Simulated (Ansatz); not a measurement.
# How fast states decay through BaCaI2F2, part 3 of 3

A new crystal, BaCaI2F2: structure, gap and complex bands. It is built by putting F for part of the I in the BaCaI4 structure of space group P2/m, with the volume rescaled by atomic radii. The parent structure comes from the Materials Project.

Ansatz 0.2.0; LDA DFT, plane waves, PAW files (the session's first sound run).

So far, gap on the k-mesh (eV): step 3 (the bulk crystal and its band edges) 3.40; step 4 (complex bands, plane (100), k-mesh 6×4×6) 3.40.

The structure was built from a prototype and need not be the compound's stable phase.

## 6. Complex bands, plane (001), k-mesh 6×6×4

Level of this step: LDA DFT, plane waves, PAW files; complex bands by layer matching along the plane's normal (Ansatz).

The same for the (001) plane, at (0, 0) and (0.5, 0), to see how the decay depends on direction.

Contents of input.yaml:

```yaml
crystal:
  lattice:
    - [4.163471593, 0.0, 0.0]
    - [0.0, 4.156055047, 0.0]
    - [3.0498e-05, 0.0, 8.587389306]
  atoms:
    - { symbol: Ba, position: [0.2499919224, 0.5, 0.4096474907] }
    - { symbol: Ca, position: [0.7499904068, 0.0, 0.1007563069] }
    - { symbol: F, position: [0.2500144602, 0.0, 0.2320842382] }
    - { symbol: I, position: [0.2500196163, 0.5, 0.9215079291] }
    - { symbol: F, position: [0.7499912321, 0.5, 0.2321174907] }
    - { symbol: I, position: [0.7499923623, 0.0, 0.6038865444] }
kpoints:
  mp_grid: { grid: [6, 6, 4] }
scf:
  occupations: { method: fixed }
hamiltonian:
  xc: lda
output:
  eigenvalues: true
  transmission:
    leads: [[0, 0]]
    kpoints: [[0.0, 0.0], [0.5, 0.0]]
    e_range: [-1.0, 4.4]
    de: 0.14
```

Started as:

```console
$ ansatz run input.yaml --threads 2 --pin off --max-ram 4096MiB --backend cpu --events-out ev --progress --plain --runs-dir out
```

Numbers of over 12 decimals in the logs are rounded to 6 here.

Log:

```text
[...]
Crystal: 6 atoms, lattice volume = 148.593 Å³
Basis set: ecut = 420 eV, 2845 PW (Γ)
Bands: 41, of which v1, the nominal top of the filled ones, is band 34 counted from 1 (33 counted from 0)
Symmetry: 2 space group operations
[...]
k-points: 56 of 144 (time reversal used)
[...]
SCF iter   1: F=—  HF=-23863.003606 eV  |F-HF|=—  |Δ(HF+E_count)|=         —  Δρ=1.10e-2  dr2=1.29e-1  ethr=1.77e-3  ⟨swp⟩=7.0  Hψ=9411  notcnv=0  defer=262
[...]
SCF iter   7: F=-23862.968703 eV  HF=-23862.968703 eV  |F-HF|=1.30e-8  |Δ(HF+E_count)|=   2.94e-8  Δρ=4.53e-6  dr2=3.51e-8  ethr=1.47e-10  ⟨swp⟩=16.4  Hψ=14834  notcnv=0
SCF 1 converged in 7 iterations: F = -23862.968703 eV  dr2 = 3.51e-8
[...]
transmission: 13 of 26 steps passed
transmission: 26 of 26 steps passed
SCF converged after 7 iterations
Free energy (F): -23862.968703 eV
[...]
Internal energy: -23862.968703 eV  (E = F + TS)
E sigma→0 (E₀):  -23862.968703 eV
Fermi energy:    6.815153 eV
[...]
--- Band table (eV; the first three rows and the last of 56) ---
  k-point 0: bands = [... 30 lower, 6.0698, 6.5651, 6.8018, 6.8152, 10.2194, 10.3628, 11.4293, 11.8714, ... 3 higher]
  k-point 1: bands = [... 30 lower, 6.0959, 6.3444, 6.7744, 6.7877, 10.2606, 10.6286, 11.7611, 11.7818, ... 3 higher]
  k-point 2: bands = [... 30 lower, 6.1092, 6.1243, 6.7450, 6.7581, 10.3063, 11.1465, 11.6063, 11.6521, ... 3 higher]
  k-point 55: bands = [... 30 lower, 5.4058, 5.4760, 5.4784, 6.1446, 11.1757, 11.7757, 12.2015, 12.5312, ... 3 higher]
--- Transmission ---
  basis      : 145 plane waves across, 13 finite elements along
  points     : 2, as listed
[...]
crystal 0  : F2Ba1I2Ca1, at the sites [0, 0], period 8.5874 Å: whole cells are its period
[...]
channels       : 0.000000e0 a spin
[...]
slowest decay  : 0.3113 /Å at (0.0000, 0.0000)
```

Run time: 30 s. Hardware: 2 threads of Arm Neoverse V2, shared host; peak memory 0.55 GiB; 52 s of CPU time.

Numbers from this step:

* decay constant at the filling level, zone centre: 0.3113 Å⁻¹
* decay constant at the filling level, slowest listed point: 0.3113 Å⁻¹

K parallel (0, 0); values up to 1.5 1/Å, a degenerate pair printed once or twice; energies at which all values exceed this have no row. The Im kz of the slowest decaying states by energy, zero at the highest filled level on the SCF mesh:

```csv
energy (eV),decay 1 (Å⁻¹),decay 2 (Å⁻¹),decay 3 (Å⁻¹),decay 4 (Å⁻¹)
-1.00,0.136,0.385,0.393,0.706
-0.72,0.685,0.952,1.31,1.32
-0.44,0.290,0.292,0.663,0.931
-0.16,0.105,0.225,0.235,0.642
-0.02,0.160,0.631,0.895,1.30
0.12,0.196,0.293,0.305,0.619
0.40,0.243,0.447,0.452,0.596
0.54,0.259,0.492,0.496,0.584
0.82,0.283,0.558,0.560,0.561
1.10,0.299,0.534,0.605,0.608
1.38,0.308,0.507,0.643,0.645
1.66,0.311,0.479,0.673,0.675
1.94,0.310,0.448,0.658,0.698
2.22,0.303,0.415,0.609,0.719
2.50,0.290,0.380,0.551,0.737
2.78,0.267,0.345,0.481,0.752
2.92,0.250,0.328,0.438,0.759
3.20,0.195,0.298,0.315,0.772
3.48,0.0891,0.270,0.783,0.784
3.76,0.239,0.263,0.792,0.793
4.04,0.201,0.287,0.800,0.801
4.32,0.148,0.269,0.805,0.807
```

K parallel (0.5, 0); values up to 1.5 1/Å, a degenerate pair printed once or twice; energies at which all values exceed this have no row. The Im kz of the slowest decaying states by energy, zero at the highest filled level on the SCF mesh:

```csv
energy (eV),decay 1 (Å⁻¹),decay 2 (Å⁻¹),decay 3 (Å⁻¹),decay 4 (Å⁻¹)
-1.00,0.270,0.557,0.661,0.726
-0.72,0.192,0.344,0.616,0.619
-0.44,0.582,0.594,0.726,1.04
-0.16,0.248,0.322,0.618,0.819
-0.02,0.295,0.458,0.626,0.845
0.12,0.330,0.550,0.632,0.865
0.40,0.380,0.629,0.637,0.893
0.54,0.400,0.637,0.651,0.902
0.82,0.432,0.635,0.681,0.865
1.10,0.458,0.628,0.700,0.828
1.38,0.480,0.619,0.711,0.791
1.66,0.497,0.606,0.718,0.752
1.94,0.511,0.591,0.713,0.720
2.22,0.522,0.573,0.673,0.720
2.50,0.529,0.552,0.633,0.717
2.78,0.528,0.532,0.591,0.711
2.92,0.514,0.532,0.570,0.708
3.20,0.484,0.527,0.529,0.699
3.48,0.447,0.481,0.521,0.689
3.76,0.403,0.428,0.507,0.676
4.04,0.346,0.361,0.485,0.661
4.32,0.165,0.174,0.341,0.436
```

At the listed wavevectors the last open channel is at -0.02 eV and the next at +3.48 eV on the grid. At +1.66 eV, the grid energy nearest the filling level (the middle of the gap on the SCF mesh), the slowest state at the listed wavevectors decays with κ = 0.311 Å⁻¹, its amplitude falling by e over 3.2 Å; the first such run, plane (100), gave 0.253 Å⁻¹.

## 7. A repeat with changed settings

This step: LDA DFT, plane waves, PAW files; complex bands by layer matching along the plane's normal; changed: output.transmission.e_range = [-0.5, 0.5], output.transmission.de = 0.02, output.transmission.temperature = 200.0 (Ansatz 0.2.0).

This run repeats an earlier one, its twin (the complex run, plane (100)), with three settings changed (output.transmission.e_range, output.transmission.de, output.transmission.temperature; files written aside). It is meant to test what the energy window and step decide and how the leads' temperature enters. Where the input is shown as a difference, that is against the step before, not the twin.

Contents of input.yaml:

```yaml
crystal:
  lattice:
    - [4.156055047, 0.0, 0.0]
    - [0.0, 8.587389306, 0.0]
    - [0.0, 1.4787e-05, 4.163471593]
  atoms:
    - { symbol: Ba, position: [0.5, 0.4096474907, 0.2499919224] }
    - { symbol: Ca, position: [0.0, 0.1007563069, 0.7499904068] }
    - { symbol: F, position: [0.0, 0.2320842382, 0.2500144602] }
    - { symbol: I, position: [0.5, 0.9215079291, 0.2500196163] }
    - { symbol: F, position: [0.5, 0.2321174907, 0.7499912321] }
    - { symbol: I, position: [0.0, 0.6038865444, 0.7499923623] }
kpoints:
  mp_grid: { grid: [6, 4, 6] }
scf:
  occupations: { method: fixed }
hamiltonian:
  xc: lda
output:
  eigenvalues: true
  transmission:
    leads: [[0, 0]]
    kpoints: [[0.0, 0.0], [0.5, 0.0]]
    e_range: [-0.5, 0.5]
    de: 0.02
    temperature: 200.0
```

Log:

```text
[...]
Crystal: 6 atoms, lattice volume = 148.593 Å³
Basis set: ecut = 420 eV, 2845 PW (Γ)
Bands: 41, of which v1, the nominal top of the filled ones, is band 34 counted from 1 (33 counted from 0)
Symmetry: 2 space group operations
[...]
k-points: 56 of 144 (time reversal used)
[...]
SCF iter   1: F=—  HF=-23863.003579 eV  |F-HF|=—  |Δ(HF+E_count)|=         —  Δρ=1.10e-2  dr2=1.29e-1  ethr=1.77e-3  ⟨swp⟩=7.0  Hψ=9363  notcnv=0  defer=263
[...]
SCF iter   7: F=-23862.968703 eV  HF=-23862.968703 eV  |F-HF|=1.17e-8  |Δ(HF+E_count)|=   2.39e-8  Δρ=4.34e-6  dr2=3.30e-8  ethr=1.47e-10  ⟨swp⟩=16.4  Hψ=14829  notcnv=0
SCF 1 converged in 7 iterations: F = -23862.968703 eV  dr2 = 3.30e-8
[...]
transmission: 6 of 12 steps passed
transmission: 12 of 12 steps passed
SCF converged after 7 iterations
Free energy (F): -23862.968703 eV
[...]
Internal energy: -23862.968703 eV  (E = F + TS)
E sigma→0 (E₀):  -23862.968703 eV
Fermi energy:    6.815155 eV
[...]
--- Band table (eV; the first three rows and the last of 56) ---
  k-point 0: bands = [... 30 lower, 6.0698, 6.5651, 6.8018, 6.8152, 10.2194, 10.3628, 11.4293, 11.8714, ... 3 higher]
  k-point 1: bands = [... 30 lower, 6.0987, 6.1753, 6.6019, 6.7784, 10.5907, 10.9108, 11.8786, 11.9915, ... 3 higher]
  k-point 2: bands = [... 30 lower, 5.7881, 6.1508, 6.4905, 6.7111, 10.9604, 11.5724, 11.7093, 12.0835, ... 3 higher]
  k-point 55: bands = [... 30 lower, 5.4058, 5.4760, 5.4784, 6.1446, 11.1757, 11.7757, 12.2015, 12.5312, ... 3 higher]
--- Transmission ---
  basis      : 305 plane waves across, 6 finite elements along
  points     : 2, as listed
[...]
channels       : 0.000000e0 a spin
[...]
slowest decay  : 0.1771 /Å at (0.0000, 0.0000)
```

The job ended after 69 s (2 threads; peak memory 1.1 GiB; 2.3 min of CPU time).

K parallel (0, 0); values up to 1.5 1/Å, a degenerate pair printed once or twice; energies at which all values exceed this have no row. The Im kz of the slowest decaying states by energy, zero at the highest filled level on the SCF mesh:

```csv
energy (eV),decay 1 (Å⁻¹),decay 2 (Å⁻¹),decay 3 (Å⁻¹),decay 4 (Å⁻¹)
-0.500,0.123,0.428,0.576,0.751
-0.460,0.127,0.438,0.571,0.748
-0.400,0.128,0.444,0.563,0.744
-0.340,0.121,0.440,0.554,0.739
-0.300,0.105,0.433,0.547,0.736
-0.260,0.0571,0.419,0.541,0.733
-0.200,0.0865,0.384,0.531,0.729
-0.140,0.143,0.207,0.440,0.522
-0.100,0.254,0.486,0.518,0.721
-0.060,0.291,0.515,0.516,0.718
0.000,0.00961,0.0318,0.336,0.513
0.060,0.0732,0.287,0.372,0.513
0.100,0.0902,0.358,0.394,0.513
0.140,0.104,0.343,0.413,0.486
0.200,0.121,0.322,0.477,0.516
0.260,0.136,0.313,0.519,0.530
0.300,0.144,0.310,0.520,0.560
0.340,0.152,0.308,0.522,0.587
0.400,0.162,0.306,0.525,0.624
0.460,0.171,0.305,0.527,0.656
0.500,0.177,0.305,0.528,0.669
```

K parallel (0, 0). Table of Re kz of states that move upwards by energy, zero at the highest filled level on the SCF mesh:

```csv
energy (eV),channel 1 (Å⁻¹),channel 2 (Å⁻¹),channel 3 (Å⁻¹)
-0.500,-0.679,-0.213,-
-0.460,-0.644,-0.202,-
-0.440,-0.627,-0.196,-
-0.400,-0.588,-0.185,-
-0.360,-0.546,-0.173,-
-0.320,-0.497,-0.161,-
-0.300,-0.469,-0.155,-
-0.260,-0.400,-0.141,-
-0.220,-0.291,-,-
-0.180,-0.117,-,-
-0.160,-0.109,-,-
-0.120,-0.591,-0.0918,-
-0.080,-0.406,-0.0718,-
-0.060,-0.336,-0.0598,-
-0.020,-0.181,-0.0221,-
0.000,-,-,-
0.020,-,-,-
0.060,-,-,-
0.080,-,-,-
0.120,-,-,-
0.160,-,-,-
0.180,-,-,-
0.220,-,-,-
0.260,-,-,-
0.300,-,-,-
0.320,-,-,-
0.360,-,-,-
0.400,-,-,-
0.440,-,-,-
0.460,-,-,-
0.500,-,-,-
```

K parallel (0.5, 0); values up to 1.5 1/Å, a degenerate pair printed once or twice; energies at which all values exceed this have no row. Im kz of the slowest decaying states against energy, zero at the highest filled level on the SCF mesh:

```csv
energy (eV),decay 1 (Å⁻¹),decay 2 (Å⁻¹),decay 3 (Å⁻¹),decay 4 (Å⁻¹)
-0.500,0.106,0.194,0.707,0.850
-0.460,0.131,0.216,0.707,0.849
-0.400,0.205,0.244,0.707,0.847
-0.340,0.248,0.268,0.706,0.845
-0.300,0.270,0.283,0.706,0.843
-0.260,0.288,0.288,0.304,0.705
-0.200,0.286,0.310,0.344,0.704
-0.140,0.0186,0.292,0.329,0.372
-0.100,0.0694,0.296,0.340,0.389
-0.060,0.0954,0.300,0.350,0.405
0.000,0.123,0.306,0.363,0.427
0.060,0.145,0.312,0.375,0.448
0.100,0.157,0.316,0.383,0.461
0.140,0.167,0.320,0.389,0.474
0.200,0.182,0.325,0.399,0.494
0.260,0.194,0.330,0.407,0.513
0.300,0.202,0.333,0.413,0.526
0.340,0.209,0.336,0.418,0.538
0.400,0.219,0.339,0.425,0.559
0.460,0.228,0.343,0.431,0.580
0.500,0.233,0.345,0.435,0.597
```

## 8. Outcome

- band gap: 3.40 eV
- least decay constant at mid-gap, normal to (100): 0.253 Å⁻¹
- least decay constant at mid-gap, normal to (001): 0.311 Å⁻¹
- least decay constant on a mesh, normal to (100): 0.253 Å⁻¹

With LDA, the slowest decay at the wavevectors tried is κ = 0.253 Å⁻¹, normal to (100). Through such a film the transmission near mid-gap falls as exp(−2κd), a factor of ten every 4.6 Å. The decay depends on direction: 1.2 times faster normal to (001). A free electron under a barrier of half the gap would need a mass of 0.14 mₑ to decay at this rate. The compound is made up by substitution; its stability against other phases and against distortions of the cell's symmetry was not tested. A semilocal functional narrows gaps, while spin-orbit coupling, left out here, narrows them in compounds of heavy elements, so the error in κ can go either way.

[Logs are printed without paths, hosts, clocks, repeated set-up lines and the standing remarks that a program may print on its own settings, such as how far it seeks lower states.]

[Hosts, paths, dates, database ids (printed as entryN), source tags and the programs' standing remarks are cut or masked in the printed files.]
